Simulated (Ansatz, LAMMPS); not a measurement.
**Structural relaxation of amorphous polyisobutylene (as short chains C22H46), from a frame at 500 K (204 atoms)**

How does amorphous polyisobutylene (as short chains C22H46), from a frame at 500 K (204 atoms) relax, and what do bonds, charges and levels look like afterwards?

Method: Kohn-Sham DFT, PBE+D4, PAW (set soft_2), plane waves, in Ansatz 0.2.0.

Report form: the programs' logs are mostly left out.

## 1. The starting structure

The cell holds 204 atoms: 66 C and 138 H. Cell: a = 12.576 Å, b = 12.576 Å, c = 12.576 Å, α = 90.0°, β = 90.0°, γ = 90.0°. 3 polyisobutylene chains of 5 units with methyl end groups placed at random, at 0.778 g/cm³; overlaps pushed apart, then 20 ps at 800 K with MMFF94 bonds, angles, torsions, charges and radii (Halgren, J. Comput. Chem. 17, 490 (1996)) in harmonic and 12-6 forms. Snapshot after 30 ps at 500 K and fixed volume.

What the set-up can't give: The network of contacts between molecules at the start is that of the classical potential that made the cell. The density was typed from a rule of thumb and may lie off the real one at this temperature. Only the Γ point is sampled, in a cell whose shortest periodic width is 13 Å.

## 2. How the cell was made

A classical potential supplies the starting structure, since it reaches far longer times than DFT.

This step: classical MD, MMFF94 bonds, angles, torsions, charges and radii (Halgren, J. Comput. Chem. 17, 490 (1996)) in harmonic and 12-6 forms; charges of ions scaled by 0.8 (LAMMPS 22 Jul 2025 - Update 4).

File in.lmp:

```
# amorphous polyisobutylene
units real
atom_style full
boundary p p p
bond_style harmonic
angle_style harmonic
dihedral_style opls
improper_style harmonic
special_bonds lj 0 0 0.5 coul 0 0 0.75
read_data data.lmp
neigh_modify delay 0 every 1 check yes one 4000
comm_modify cutoff 12.0
timestep 0.5
thermo_style custom step time temp pe press density
thermo_modify norm yes
# push overlapping molecules apart
pair_style soft 2.6
pair_coeff * * 0.0
variable a equal ramp(1,60)
fix ad all adapt 1 pair soft a * * v_a
velocity all create 800 302629 mom yes dist gaussian
fix lim all nve/limit 0.03
fix lan all langevin 800 800 50 302630 zero yes
thermo 1000
run 3000 post no
unfix ad
pair_style lj/cut 9.0
pair_modify mix arithmetic tail yes
pair_coeff 1 1 0.0678 3.3680   # C
pair_coeff 2 2 0.0216 2.5400   # H
thermo 100
minimize 1e-5 1e-3 300 3000
reset_timestep 0
velocity all create 800 302631 mom yes dist gaussian
# [... 13 lines left out ...]
compute msd all msd com yes
thermo 7500
fix md all nvt temp 500 500 100
run 30000 post no
print "== T500: mean square displacement over the hold $(c_msd[4]:%.2f) A^2"
unfix md
uncompute msd
write_dump all custom T500.dump id type xs ys zs modify sort id
```

On the command line:

```bash
$ lmp -in in.lmp -log none -nocite
```

Run time: 43 s. Hardware: 1 thread of Arm Neoverse V2, shared host; peak memory 0.12 GiB.

The input also reads data.lmp (atoms, bonds and types; not printed here).

## 3. Single point at the start

A single point comes first, to see the forces before anything moves.

File input.yaml:

```yaml
crystal:
  lattice:
    - [12.57579, 0.0, 0.0]
    - [0.0, 12.57579, 0.0]
    - [0.0, 0.0, 12.57579]
  atoms:
    - { symbol: C, position: [0.59311, 0.97725, 0.23099] }
    - { symbol: C, position: [0.62479, 0.94234, 0.11998] }
    - { symbol: C, position: [0.55127, 0.86266, 0.06186] }
    - { symbol: C, position: [0.5896, 0.85732, 0.95204] }
    - { symbol: C, position: [0.56866, 0.75307, 0.11253] }
    - { symbol: C, position: [0.43139, 0.89468, 0.06682] }
    - { symbol: C, position: [0.37792, 0.99311, 0.00838] }
    - { symbol: C, position: [0.44408, 0.09198, 0.01465] }
    - { symbol: C, position: [0.36862, 0.95694, 0.89496] }
    - { symbol: C, position: [0.26913, 0.99356, 0.0669] }
    - { symbol: C, position: [0.18916, 0.08678, 0.04375] }
    - { symbol: C, position: [0.23153, 0.19754, 0.03779] }
    - { symbol: C, position: [0.13475, 0.0598, 0.94043] }
    - { symbol: C, position: [0.11858, 0.10366, 0.1413] }
    - { symbol: C, position: [0.05643, 0.00934, 0.18959] }
    - { symbol: C, position: [0.98317, 0.07251, 0.25473] }
    - { symbol: C, position: [0.98796, 0.93697, 0.11189] }
    - { symbol: C, position: [0.12705, 0.9372, 0.26247] }
    - { symbol: C, position: [0.09157, 0.86503, 0.35822] }
    - { symbol: C, position: [0.07132, 0.93413, 0.45226] }
    - { symbol: C, position: [0.18103, 0.79509, 0.38954] }
    - { symbol: C, position: [0.99574, 0.79738, 0.3309] }
    - { symbol: H, position: [0.56246, 0.91612, 0.28708] }
    - { symbol: H, position: [0.65184, 0.01425, 0.2754] }
    - { symbol: H, position: [0.51776, 0.02456, 0.2258] }
    - { symbol: H, position: [0.63304, 0.0181, 0.07389] }
    - { symbol: H, position: [0.70123, 0.92192, 0.12071] }
    - { symbol: H, position: [0.67853, 0.87213, 0.95293] }
    - { symbol: H, position: [0.56432, 0.92224, 0.89914] }
    - { symbol: H, position: [0.55731, 0.78294, 0.91791] }
    - { symbol: H, position: [0.53305, 0.69324, 0.05939] }
    - { symbol: H, position: [0.54745, 0.74015, 0.19653] }
    [... 166 atom lines left out ...]
    - { symbol: H, position: [0.63791, 0.72476, 0.43985] }
    - { symbol: H, position: [0.71048, 0.66434, 0.54612] }
    - { symbol: H, position: [0.58664, 0.60646, 0.49497] }
    - { symbol: H, position: [0.42089, 0.85912, 0.58417] }
    - { symbol: H, position: [0.41055, 0.76855, 0.48566] }
    - { symbol: H, position: [0.52051, 0.86023, 0.47998] }
kpoints:
  mp_grid: { grid: [1, 1, 1] }
hamiltonian:
  xc: pbe
  dispersion: d4
scf:
  occupations: { method: fixed }
output:
  forces: true
  stress: true
  populations: true
  dos:
    method: { smearing: { sigma: 0.15 } }
    de: 0.1
    projected: { site_lists: { C: [C], H: [H] } }
  eigenvalues: true
```

On the command line:

```bash
$ ansatz run input.yaml --threads 4 --pin off --max-ram 8192MiB --backend cpu --events-out ev --progress --plain --runs-dir out
```

Wall time 36 s (4 threads of Arm Neoverse V2, shared host); peak memory 2.5 GiB.

Read from the output:

```yaml
free_energy: -18780.5424 eV
free_energy_per_atom: -92.0615 eV/atom
scf_cycles: 9
pressure: 2.503 GPa
r_m_s_force_component: 1.114 eV/Å
longest_force: 6.226 eV/Å
fermi_energy: -1.557 eV
spacing_of_highest_filled_and_lowest_empty_level: 4.536 eV
spilling_of_the_projection: 0.01092
```

The r.m.s. force component of 1.1 eV/Å and the pressure of 2.5 GPa set the starting point.

Length of the force by element:

```
element  coordination  atoms  mean length of the force (eV/Å)  spread  least  most
      C           all     66                             2.35    1.19  0.260  6.23
      H           all    138                             1.27   0.751  0.218  4.69
```

## 4. Relaxation

The atoms are relaxed in the fixed cell, aiming at the force tolerance of the input.

input.yaml, the sections that differ from step 3:

```yaml
output:
  forces: true
relax:
  f_tol: 0.05
  max_steps: 200
# crystal, kpoints, hamiltonian, scf: as in step 3
```

Elapsed: 4 min, on 4 threads; peak memory 2.2 GiB.

Step by step:

```
step  energy less that of the first step (eV)  largest force component (eV/Å)
   1                                   0.0000                          5.3208
   2                                 -10.1310                          1.7245
   3                                 -12.5029                          0.3902
   4                                 -13.0232                          0.1754
   5                                 -13.2622                          0.1610
   6                                 -13.3795                          0.1387
   7                                 -13.4427                          0.1922
   8                                 -13.4858                          0.2074
   9                                 -13.5145                          0.0784
  10                                 -13.5348                          0.0797
  11                                 -13.5465                          0.0598
  12                                 -13.5579                          0.0526
  13                                 -13.5645                          0.0534
  14                                 -13.5701                          0.0313
  15                                 -13.5745                          0.0280
  16                                 -13.5777                          0.0259
  17                                 -13.5816                          0.0400
```

The atoms that moved most (Å):

```
atom      dx      dy      dz  length
H160  -0.197  -0.991  -1.052   1.458
H159  -0.351  -1.132  -0.496   1.285
H161  -0.182  -0.844  -0.933   1.271
 H64   0.344   0.992   0.541   1.181
C137  -0.254  -0.863  -0.756   1.176
 H32  -0.237   0.957   0.622   1.166
 H63   0.408   0.801   0.579   1.069
 H65  -0.020   1.025   0.298   1.067
```

The relaxation changed the energy by -66.6 meV/atom, and atoms moved by 0.60 Å r.m.s., 1.5 Å at most.

## 5. Structure statistics after relaxation

Bonds before and after, by the cutoffs listed below:

```
pair  bonds before  bonds after  mean before (Å)  mean after (Å)  spread before (Å)  spread after (Å)
 H-C           138          138            1.092           1.099              0.037             0.002
 C-C            63           63            1.543           1.547              0.045             0.012
```

Density 0.778 g/cm³, 9.749 Å³ an atom.

Pair distribution functions g(r), in bins of 0.1 Å:

```
r (Å)  total   H-H    H-C    C-C
 0.95   0.00  0.00   0.00   0.00
 1.05   6.32  0.00  14.40   0.00
 1.15   2.52  0.00   5.77   0.00
 1.25   0.00  0.00   0.00   0.00
 1.35   0.00  0.00   0.00   0.00
 1.45   0.00  0.00   0.00   0.00
 1.55   2.01  0.00   0.00  19.20
 1.65   0.00  0.00   0.00   0.00
 1.75   2.97  6.50   0.00   0.00
 1.85   0.00  0.00   0.00   0.00
 1.95   0.04  0.09   0.00   0.00
 2.05   0.14  0.31   0.00   0.00
 2.15   2.72  0.80   5.39   0.00
 2.25   0.71  0.78   0.81   0.00
 2.35   0.55  1.20   0.00   0.00
 2.45   1.23  1.52   0.26   4.05
 2.55   1.62  1.54   0.69   5.89
 2.65   1.49  1.05   2.16   0.63
 2.75   1.86  0.97   2.99   1.04
 2.85   0.96  0.61   1.54   0.09
 2.95   0.94  0.69   1.40   0.08
 3.05   0.89  1.07   0.90   0.08
 3.15   0.78  1.08   0.51   0.66
 3.25   0.75  0.55   0.54   2.49
 3.35   0.74  0.59   0.88   0.84
 3.45   1.54  0.81   2.41   1.09
 3.55   1.00  1.12   1.10   0.12
 3.65   0.92  1.47   0.48   0.38
 3.75   1.14  1.91   0.53   0.31
 3.85   0.96  1.61   0.45   0.29
 3.95   0.82  1.11   0.43   1.20
 4.05   0.78  0.78   0.79   0.71
 4.15   0.79  0.80   0.92   0.25
 4.25   0.96  0.93   1.18   0.20
 4.35   0.96  1.18   0.84   0.50
 4.45   0.93  0.81   1.08   0.88
 4.55   0.90  0.75   1.01   1.12
 4.65   0.98  0.85   1.04   1.28
 4.75   1.02  0.93   1.08   1.13
 4.85   0.97  1.00   1.00   0.71
 4.95   0.97  0.95   1.03   0.86
 5.05   0.96  1.06   0.95   0.63
 5.15   0.95  1.08   0.89   0.66
 5.25   0.94  1.05   0.87   0.79
```

Bonds by pair of elements; cutoffs follow the first minimum of g(r), held within bounds set by covalent radii, and pairs that aren't listed don't count as bonded:

```
pair A-B  cutoff (Å)  bonds  mean length (Å)  spread (Å)  shortest (Å)  B about A  A about B
     H-C        1.34    138             1.10       0.002          1.09          1       2.09
     C-C        1.85     63             1.55       0.012          1.53       1.91       1.91
```

How many atoms have how many bonded neighbours:

```
element  mean    1   4
      C     4    0  66
      H     1  138   0
```

Bond angles, per cent of each kind in bins of 5°:

```
angle (°)  C-C-H  H-C-H  C-C-C
  100–105    3.0    0.8    8.6
  105–110   39.3   99.2   38.1
  110–115   57.7    0.0   38.1
  115–120    0.0    0.0    3.8
  120–125    0.0    0.0    1.9
  125–130    0.0    0.0    9.5
```

Bond angles (no mean is given where the spread exceeds 20°):

```
angle  count  mean (°)  spread (°)
C-C-H    168       110         2.5
H-C-H    123       107         0.8
C-C-C    105       112         5.9
```

For some of the pairs, g(r) has its first main peak near 1.8 Å (H-H), 1.1 Å (H-C) and 1.6 Å (C-C). With the cutoffs above, all C atoms have 4 and all H atoms have 1 bonded neighbour. The C-C-H angle averages 110° with a spread of 2°.

(Part 1 of 2 ends here.)

[Logs are printed without paths, hosts, clocks, repeated set-up lines and the standing remarks that a program may print on its own settings, such as how far it seeks lower states.]

[Hosts, paths, dates, database ids (printed as entryN), source tags and the programs' standing remarks are cut or masked in the printed files.]

[The MMFF94 radii named for the starting cell were scaled by 0.96; in molecules described by MMFF94, hydrogen bound to N, O or S took a small fixed 12-6 site in their place.]
